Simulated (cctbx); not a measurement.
# Lattice, Laue class and space group of a new crystal

Cell: a = 7.6240 Å, b = 8.6150 Å, c = 7.5700 Å, α = 90.00°, β = 98.46°, γ = 90.00°. Expected content of the cell: Hg8 As12 F4.

The data are simulated with cctbx, not measured: Mo Kα, λ = 0.71073 Å, to d = 0.7 Å, 80 % of the full sphere, strongest reflection 20000 counts, noise from counting, a 3 % proportional error and a noise floor of 15 counts (s.d.); no absorption, some extinction.

A first pass over the reflections prints:

```text
4848 reflections to d = 0.700 A
centring   violations  <I/sigma> of those
    A        970 of  2425      7.9
    B        970 of  2433      7.9
    C          0 of  2422     -0.0
    I        935 of  2406      7.8
    R       1316 of  3226      8.1
    F        970 of  3640      5.3
Laue class    unique    Rint  (classes that these axes allow; Friedel mates merged)
C 1 2/m 1         799   0.028
space group    extra absences  I>4sigma  <I/sigma>
C 1 2 1                 0          0         -  acentric
C 1 m 1                 0          0         -  acentric
C 1 c 1                72          0      -0.0  acentric
C 1 n 1                72          0      -0.0  acentric
C 1 2/m 1               0          0         -  centric
C 1 2/c 1              72          0      -0.0  centric
C 1 2/n 1              72          0      -0.0  centric
Wilson B = 0.46 A^2   <|E^2-1|> = 0.850 (0.968 centric, 0.736 acentric)   E^2>4: 1.8 %
shell (A)         n   <I/sigma>
 7.49 - 1.40    108     29.3
 1.40 - 1.11     96     27.5
 1.11 - 0.97    101     27.3
 0.97 - 0.88    104     26.9
 0.88 - 0.82     86     23.3
 0.82 - 0.77    110     20.9
 0.77 - 0.73    100     20.3
 0.73 - 0.70     94     23.2
```

**Question.** What are the lattice type, the Laue class and the likely space group?

The reflections that C centring forbids are absent (⟨I/σ⟩ near 0), so the lattice is C.

Only C 1 2/m 1 fits these axes (Rint 0.028); a search for a hidden higher lattice was not made.

7 settings pass the absence test. The most absences obeyed, 72, belong to C 1 c 1, C 1 n 1, C 1 2/c 1 and C 1 2/n 1, which absences can't tell apart.

⟨|E²−1|⟩ = 0.850 lies between the two ideal values. The Wilson B of 0.46 Å² means U ≈ 0.0058 Å².

The true group is C2/c (no. 15), Laue class 2/m, centrosymmetric. The tables only narrow the choice to the tied entries; cell content, site symmetry and trial solutions must settle it.

The model is made up (kin elements in a known structure type, no relaxation), so it says nothing on whether the phase exists.

[Logs are printed without paths, hosts, clocks, repeated set-up lines and the standing remarks that a program may print on its own settings, such as how far it seeks lower states.]
